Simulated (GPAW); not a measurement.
# Work function of Li/Au(110) at several levels, part 2 of 2

Wanted: work functions and dipole of Li/Au(110), with the cost of each level.

GPAW 26.7.0; GPAW, PAW setups; slab in vacuum, relaxation (the session's first sound run).

So far, upper work function (eV): step 2 (relaxation, PBE, GPAW) 3.28; step 3 (the slab's potential, PBE, GPAW) 3.28; step 4 (self-consistent run: xc = "vdW-DF2", GPAW, PAW setups, GPAW) 3.42; step 5 (self-consistent run: xc = "RPBE") 3.26.

## Step 6: OptPBE vdW: xc = "optPBE-vdW"

The same geometry under optPBE-vdW, to see how far the functional moves the levels against the vacuum (the van der Waals functionals take revPBE setups).

File run.py:

```python
import json
import numpy as np
from ase import Atoms
from gpaw import GPAW, PW

slab = Atoms(
    ['Au', 'Au', 'Au', 'Au', 'Au', 'Li'],
    positions=[
        [0.00000, 0.00000, 9.00000],
        [2.04000, 1.44250, 10.44250],
        [0.00000, 0.00000, 11.88500],
        [2.04000, 1.44250, 13.47148],
        [0.00000, 0.00000, 14.93632],
        [0.00000, 0.00000, 17.35656]],
    cell=[[4.08, 0.0, 0.0], [0.0, 2.885, 0.0], [0.0, 0.0, 26.54199]],
    pbc=[True, True, False])

slab.calc = GPAW(mode=PW(400), xc='optPBE-vdW', kpts={'size': (8, 11, 1), 'gamma': True},
                 occupations={'name': 'fermi-dirac', 'width': 0.1}, nbands='300%',
                 convergence={'density': 1e-05}, maxiter=200,
                 poissonsolver={'dipolelayer': 'xy'},
                 symmetry={'tolerance': 1e-3}, txt='slab.txt')
result = {}
energy = slab.get_potential_energy()
fermi = slab.calc.get_fermi_level()
v = slab.calc.get_electrostatic_potential().mean((0, 1)) - fermi
n = slab.calc.get_pseudo_density().mean((0, 1))
L = slab.cell[2, 2]
z = np.arange(len(v)) * L / len(v)
low, high = slab.positions[:, 2].min(), slab.positions[:, 2].max()
below, above = np.interp([low - 6.8, high + 6.8], z, v)
slopes = [np.interp(x, z, np.gradient(v, z)) for x in (low - 6.8, high + 6.8)]
eps = np.array([[slab.calc.get_eigenvalues(k, s) for k in range(len(slab.calc.get_ibz_k_points()))]
                for s in range(slab.calc.get_number_of_spins())]) - fermi
top, bottom = eps[eps < 0].max(), eps[eps > 0].min()
dipole = slab.get_dipole_moment()[2]
print(f'energy {energy:.4f} eV, Fermi level {fermi:.4f} eV, dipole {dipole:.5f} e A')
print(f'potential 6.8 A off the faces, from the Fermi level: lower {below:.4f} eV, upper {above:.4f} eV')
print(f'slope of the potential there: lower {slopes[0]:.5f}, upper {slopes[1]:.5f} eV/A')
print(f'nearest levels on the mesh: {top:.4f} and {bottom:.4f} eV')
print('magnetic moment', round(slab.get_magnetic_moment(), 3))
result.update(energy=energy, fermi=fermi, dipole=dipole, below=below, above=above, slopes=slopes, edges=[top, bottom],
              z=z.tolist(), v=v.tolist(), n=n.tolist(), positions=slab.positions.tolist(),
              forces=slab.get_forces(apply_constraint=False).tolist(), moments=slab.get_magnetic_moments().tolist())
json.dump(result, open('result.json', 'w'))
```

Run with:

```sh
$ OMP_NUM_THREADS=1 OPENBLAS_NUM_THREADS=1 python run.py
```

What it wrote:

```text
energy -98.6118 eV, Fermi level -0.0531 eV, dipole 0.11166 e A
potential 6.8 A off the faces, from the Fermi level: lower 5.0841 eV, upper 3.3622 eV
slope of the potential there: lower -0.00003, upper 0.00012 eV/A
nearest levels on the mesh: -0.0322 and 0.0689 eV
magnetic moment 0.0
```

Wall time 8.9 min (1 thread of Arm Neoverse V1, shared host); peak memory 0.64 GiB.

This step gave:

```
dipole along the normal                    : 0.1117 e·Å
levels nearest the Fermi level on the mesh : -0.03221, 0.06889 eV from the Fermi level
upper work function                        : 3.362 eV
lower work function                        : 5.084 eV
```

The electrostatic potential energy of an electron (without an applied field's), less the Fermi level, planar mean oscillates, so the rows of the table below give means over windows of 1 Å about each position, cut where the curve ends. Its maxima inside the range that stand out by 2 % of the span (Å: eV): 2.9: 5.08, 9.7: -6.04, 11.1: -6.30, 12.6: -4.28, 14.2: -5.77, 16.2: 2.84. Its minima: 9.0: -12.7, 10.4: -13.5, 11.9: -13.4, 13.5: -13.3, 14.9: -12.7, 17.4: -2.07.

Electrostatic potential energy of an electron (without an applied field's), less the Fermi level, planar mean against z; means over each step:

```csv
z (Å),"electrostatic potential energy of an electron (without an applied field's), less the Fermi level, planar mean (eV)"
0,4.76
1,5.08
2,5.08
3,5.08
4,5.08
5,5.08
6,5.07
7,4.85
8,1.59
9,-10.0
10,-9.21
11,-8.87
12,-10.6
13,-8.03
14,-8.58
15,-9.82
16,1.42
17,-0.270
18,-0.0493
19,2.48
20,3.18
21,3.33
22,3.36
23,3.36
24,3.36
25,3.36
26,3.45
```

The upper face's work function is 3.362 eV, against 3.277 eV in the first plane-wave PBE run at this geometry.

## Step 7: Self-consistent run: xc = "LDA"

The same geometry under LDA, to see how far the functional moves the levels against the vacuum.

run.py, as its differences from that of step 6:

```diff
@@ -17,3 +17,3 @@
 
-slab.calc = GPAW(mode=PW(400), xc='optPBE-vdW', kpts={'size': (8, 11, 1), 'gamma': True},
+slab.calc = GPAW(mode=PW(400), xc='LDA', kpts={'size': (8, 11, 1), 'gamma': True},
                  occupations={'name': 'fermi-dirac', 'width': 0.1}, nbands='300%',
```

What it wrote:

```text
energy -21.6857 eV, Fermi level -0.2506 eV, dipole 0.12966 e A
potential 6.8 A off the faces, from the Fermi level: lower 5.3123 eV, upper 3.3136 eV
slope of the potential there: lower -0.00001, upper 0.00008 eV/A
nearest levels on the mesh: -0.0438 and 0.0710 eV
magnetic moment 0.0
```

Wall time 8.3 min (1 thread); peak memory 0.46 GiB.

Numbers from this step:

```yaml
dipole_along_the_normal: 0.1297 e·Å
levels_nearest_the_fermi_level_on_the_mesh: -0.04379, 0.07096 eV from the Fermi level
upper_work_function: 3.314 eV
lower_work_function: 5.312 eV
```

The electrostatic potential energy of an electron (without an applied field's), less the Fermi level, planar mean oscillates, so the rows of the table below give means over windows of 1 Å about each position, cut where the curve ends. Its maxima inside the range that stand out by 2 % of the span (Å: eV): 3.5: 5.31, 9.8: -5.59, 11.1: -5.85, 12.6: -3.81, 14.2: -5.32, 16.2: 3.20. Its minima: 9.0: -12.4, 10.4: -13.1, 11.9: -13.0, 13.5: -12.9, 14.9: -12.3, 17.4: -1.95.

Electrostatic potential energy of an electron (without an applied field's), less the Fermi level, planar mean against z; means over each step:

```csv
z (Å),"electrostatic potential energy of an electron (without an applied field's), less the Fermi level, planar mean (eV)"
0,4.94
1,5.31
2,5.31
3,5.31
4,5.31
5,5.31
6,5.30
7,5.12
8,1.94
9,-9.65
10,-8.78
11,-8.43
12,-10.2
13,-7.59
14,-8.16
15,-9.47
16,1.79
17,-0.0520
18,-0.0208
19,2.44
20,3.15
21,3.29
22,3.31
23,3.31
24,3.31
25,3.31
26,3.42
```

The upper face's work function is 3.314 eV, against 3.277 eV in the first plane-wave PBE run at this geometry.

## Step 8: Self-consistent run: xc = "revPBE"

The same geometry under revPBE, to see how far the functional moves the levels against the vacuum.

run.py, as its differences from that of step 7:

```diff
@@ -17,3 +17,3 @@
 
-slab.calc = GPAW(mode=PW(400), xc='LDA', kpts={'size': (8, 11, 1), 'gamma': True},
+slab.calc = GPAW(mode=PW(400), xc='revPBE', kpts={'size': (8, 11, 1), 'gamma': True},
                  occupations={'name': 'fermi-dirac', 'width': 0.1}, nbands='300%',
```

What it wrote:

```text
energy -13.8903 eV, Fermi level 0.1101 eV, dipole 0.09686 e A
potential 6.8 A off the faces, from the Fermi level: lower 4.7413 eV, upper 3.2468 eV
slope of the potential there: lower 0.00000, upper 0.00008 eV/A
nearest levels on the mesh: -0.0360 and 0.0773 eV
magnetic moment 0.0
```

Run time: 8.8 min. Hardware: 1 thread; peak memory 0.46 GiB.

Numbers from this step:

```
dipole along the normal                    : 0.09686 e·Å
levels nearest the Fermi level on the mesh : -0.03603, 0.07735 eV from the Fermi level
upper work function                        : 3.247 eV
lower work function                        : 4.741 eV
```

The electrostatic potential energy of an electron (without an applied field's), less the Fermi level, planar mean oscillates, so the rows of the table below give means over windows of 1 Å about each position, cut where the curve ends. Its maxima inside the range that stand out by 2 % of the span (Å: eV): 3.5: 4.74, 9.8: -6.10, 11.1: -6.36, 12.6: -4.33, 14.2: -5.82, 16.2: 2.76. Its minima: 9.0: -12.8, 10.4: -13.5, 11.9: -13.4, 13.5: -13.4, 14.9: -12.8, 17.4: -2.16.

Electrostatic potential energy of an electron (without an applied field's), less the Fermi level, planar mean against z; means over each step:

```
z (Å)  electrostatic potential energy of an electron (without an applied field's), less the Fermi level, planar mean (eV)
    0                                                                                                                4.46
    1                                                                                                                4.74
    2                                                                                                                4.74
    3                                                                                                                4.74
    4                                                                                                                4.74
    5                                                                                                                4.74
    6                                                                                                                4.73
    7                                                                                                                4.54
    8                                                                                                                1.39
    9                                                                                                               -10.1
   10                                                                                                               -9.27
   11                                                                                                               -8.92
   12                                                                                                               -10.6
   13                                                                                                               -8.08
   14                                                                                                               -8.64
   15                                                                                                               -9.92
   16                                                                                                                1.34
   17                                                                                                              -0.350
   18                                                                                                              -0.139
   19                                                                                                                2.40
   20                                                                                                                3.09
   21                                                                                                                3.22
   22                                                                                                                3.24
   23                                                                                                                3.25
   24                                                                                                                3.25
   25                                                                                                                3.25
   26                                                                                                                3.32
```

The upper face's work function is 3.247 eV, against 3.277 eV in the first plane-wave PBE run at this geometry.

## Step 9: Real-space grid: mode = "fd"

A real-space grid is a second complete basis, so it checks the plane-wave result.

run.py, as its differences from that of step 8:

```diff
@@ -3,3 +3,3 @@
 from ase import Atoms
-from gpaw import GPAW, PW
+from gpaw import GPAW
 
@@ -17,3 +17,3 @@
 
-slab.calc = GPAW(mode=PW(400), xc='revPBE', kpts={'size': (8, 11, 1), 'gamma': True},
+slab.calc = GPAW(mode='fd', h=0.18, xc='PBE', kpts={'size': (8, 11, 1), 'gamma': True},
                  occupations={'name': 'fermi-dirac', 'width': 0.1}, nbands='300%',
```

What it wrote:

```text
energy -16.5625 eV, Fermi level -4.0886 eV, dipole 0.10561 e A
potential 6.8 A off the faces, from the Fermi level: lower 4.9004 eV, upper 3.2768 eV
slope of the potential there: lower 0.00001, upper 0.00007 eV/A
nearest levels on the mesh: -0.0411 and 0.0770 eV
magnetic moment 0.0
```

It took 47 min on 1 thread; peak memory 3 GiB.

This step gave:

- dipole along the normal: 0.1056 e·Å
- levels nearest the Fermi level on the mesh: -0.04114, 0.07696 eV from the Fermi level
- upper work function: 3.277 eV
- lower work function: 4.900 eV

The electrostatic potential energy of an electron (without an applied field's), less the Fermi level, planar mean oscillates, so the rows of the table below give means over windows of 1 Å about each position, cut where the curve ends. Its maxima inside the range that stand out by 2 % of the span (Å: eV): 3.7: 4.90, 9.7: -5.95, 11.2: -6.32, 12.6: -4.22, 14.2: -5.78, 16.2: 2.88. Its minima: 9.1: -12.7, 10.4: -13.4, 11.8: -13.3, 13.5: -13.3, 14.9: -12.8, 17.4: -2.07.

Table of electrostatic potential energy of an electron (without an applied field's), less the Fermi level, planar mean by z; means over each step:

z (Å), electrostatic potential energy of an electron (without an applied field's), less the Fermi level, planar mean (eV) and a bar from the least value:
```
        0        4.8 ##############################
        1        4.9 ##############################
        2        4.9 ##############################
        3        4.9 ##############################
        4        4.9 ##############################
        5        4.9 ##############################
        6        4.9 ##############################
        7        4.7 ##############################
        8        1.5 #######################
        9      -10.0 #
       10       -9.2 ###
       11       -8.8 ###
       12      -10.6 
       13       -8.0 #####
       14       -8.5 ####
       15       -9.8 #
       16        1.5 #######################
       17       -0.3 ####################
       18       -0.1 ####################
       19        2.4 #########################
       20        3.1 ###########################
       21        3.3 ###########################
       22        3.3 ###########################
       23        3.3 ###########################
       24        3.3 ###########################
       25        3.3 ###########################
       26        3.3 ###########################
```

The upper face's work function is 3.277 eV, against 3.277 eV in the first plane-wave PBE run at this geometry.

## Step 10: Atomic orbitals: mode = "lcao"

Atom-centred orbitals end a few angstrom from the surface, which tests how much the density's tail matters.

run.py, as its differences from that of step 9:

```diff
@@ -17,4 +17,4 @@
 
-slab.calc = GPAW(mode='fd', h=0.18, xc='PBE', kpts={'size': (8, 11, 1), 'gamma': True},
-                 occupations={'name': 'fermi-dirac', 'width': 0.1}, nbands='300%',
+slab.calc = GPAW(mode='lcao', basis='dzp', h=0.18, xc='PBE', kpts={'size': (8, 11, 1), 'gamma': True},
+                 occupations={'name': 'fermi-dirac', 'width': 0.1}, nbands='120%',
                  convergence={'density': 1e-05}, maxiter=200,
```

What it wrote:

```text
energy -13.9248 eV, Fermi level -3.6280 eV, dipole 0.12178 e A
potential 6.8 A off the faces, from the Fermi level: lower 4.5641 eV, upper 2.6920 eV
slope of the potential there: lower -0.00000, upper -0.00000 eV/A
nearest levels on the mesh: -0.0571 and 0.0160 eV
magnetic moment 0.0
```

Wall time 3.9 min (1 thread); peak memory 0.4 GiB.

Numbers from this step:

| Property | Result |
| --- | --- |
| dipole along the normal | 0.1218 e·Å |
| levels nearest the Fermi level on the mesh | -0.05714, 0.01602 eV from the Fermi level |
| upper work function | 2.692 eV |
| lower work function | 4.564 eV |

The upper face's work function is 2.692 eV, against 3.277 eV in the first plane-wave PBE run at this geometry.

## Step 11: All levels side by side

Times are for 1 thread of Arm Neoverse V1, shared host. The series side by side:

```
no.         run  upper work function (eV)  lower work function (eV)     time  memory (GiB)
  1          pw                     3.277                     4.903  8.4 min          0.46
  2     vdW DF2                     3.424                     5.297   14 min          0.64
  3        RPBE                     3.260                     4.723  8.7 min          0.46
  4  optPBE vdW                     3.362                     5.084  8.9 min          0.64
  5         LDA                     3.314                     5.312  8.3 min          0.46
  6      revPBE                     3.247                     4.741  8.8 min          0.46
  7          fd                     3.277                     4.900   47 min           3.0
  8        lcao                     2.692                     4.564  3.9 min           0.4
```

## Step 12: Side by side

Results and costs are gathered.

This step: comparison of work functions, dipole and cost (GPAW 26.7.0).

Ladder, by row:

```csv
step,code,"work function, upper (eV)","work function, lower (eV)",dipole (e Å),wall time (s),peak memory (GiB),threads
pw,GPAW,3.277,4.903,0.1054,504.4,0.46,1
vdW-DF2,GPAW,3.424,5.297,0.1215,837.9,0.64,1
RPBE,GPAW,3.26,4.723,0.09482,524.3,0.46,1
optPBE-vdW,GPAW,3.362,5.084,0.1117,531.9,0.64,1
LDA,GPAW,3.314,5.312,0.1297,498.4,0.46,1
revPBE,GPAW,3.247,4.741,0.09686,529.6,0.46,1
fd,GPAW,3.277,4.9,0.1056,2812,2.96,1
lcao,GPAW,2.692,4.564,0.1218,234.1,0.4,1
```

## Step 13: What came out

```json
{
  "work function, upper and lower face": "3.277 and 4.903 eV",
  "dipole along the normal": "0.105 e Å"
}
```

**Reading.** With plane waves and PBE the work function is 3.28 eV on the upper face and 4.90 eV on the lower. The two faces differ by 1.6 eV, the step that the slab's dipole makes (e p/(ε0 A) gives 1.6 eV), so the dipole layer is needed. Over the sound runs of the table the upper face's work function spans 2.692 (lcao) to 3.424 eV (vdW-DF2). Atomic orbitals miss the plane-wave value by -0.59 eV, since they describe the tail of the density in the vacuum poorly. The cell of 11.8 Å² holds one Li, started on one chosen site; other sites and coverages weren't tried. The in-plane lattice was kept as typed, which isn't the functional's own and leaves some strain; spin-orbit coupling and temperature are left out.

[Logs are printed without paths, hosts, clocks, repeated set-up lines and the standing remarks that a program may print on its own settings, such as how far it seeks lower states.]

[Hosts, paths, dates, database ids (printed as entryN), source tags and the programs' standing remarks are cut or masked in the printed files.]
